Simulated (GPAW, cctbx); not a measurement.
# BiB2Ir3: what bonding does to one electron reflection, worked out

BiB2Ir3, P6/mmm (no. 191), a = 5.7283 Å, b = 5.7283 Å, c = 2.9435 Å, α = 90.00°, β = 90.00°, γ = 120.00°.

| atom | mult. | x | y | z |
| --- | --- | --- | --- | --- |
| Bi1 | 1 | 0 | 0 | 1/2 |
| Ir1 | 3 | 1/2 | 0 | 0 |
| B1 | 2 | 1/3 | 2/3 | 1/2 |

The start was made by putting kin elements into a known structure type; the compound need not exist, or be stable, in this form.

A DFT run (GPAW, PBE, 550 eV, 8×5×5 k-points (along the axes of the calculation cell), Fermi–Dirac width 0.1 eV) gives the static X-ray structure factor of 110 as 11.266 e for the conventional cell; superposed free atoms give 11.132 e. **Problem.** Find the Fourier component V of the crystal potential and the two-beam extinction distance at 200 kV in both cases.

**1. Geometry**

The cell volume is Ω = 83.65 Å³ and d(110) = 2.8641 Å, so g = 1/d = 0.3491 Å⁻¹.

**2. The nuclei**

Electrons feel nuclei as well as electrons, so the nuclear charges are summed with the same phases.

Phase sums Σ exp(2πi h·x), turned so that the total is real and positive: Bi +1.000, Ir -1.000, B +2.000. Then F_Z = 83 × (+1.000) + 77 × (-1.000) + 5 × (+2.000) = 16.00 e. The electron term has the same sign for this reflection.

**3. Mott–Bethe**

Poisson's equation, term by term, gives V = (e/4πε₀)(F_Z − F)/(πΩg²), with e/4πε₀ = 14.3996 V Å.

The prefactor is 14.3996 × 2.8641²/(π × 83.65) = 0.44950 V per electron. Free atoms: (16.00 − 11.132) × 0.44950 = 2.188 V. Crystal: (16.00 − 11.266) × 0.44950 = 2.128 V. F changes by +1.20 % and V by -2.8 %: the same 0.13 e is measured against F_Z − F = 4.9 e in place of F = 11.1 e.

**4. Extinction distance**

In the two-beam case ξ = 1/(λU) with U = 2γm₀eV/h², that is ξ = 150.41 V Å²/(γλV).

At 200 kV, λ = 0.02508 Å and γ = 1.3914. Free atoms: ξ = 1970 Å. Crystal: ξ = 2026 Å. The thickness fringes go as sin²(πt/ξ), so the two patterns slip by a quarter of a period when t|1/ξ₁ − 1/ξ₀| = 1/4, at t ≈ 1789 nm, thicker than usual samples. Thermal motion, absorption and many-beam coupling, left out here, change a real pattern.

**5. Answer**

V(110) is 2.13 V against 2.19 V, and ξ is 2026 against 1970 Å. Limits: static atoms, two beams.
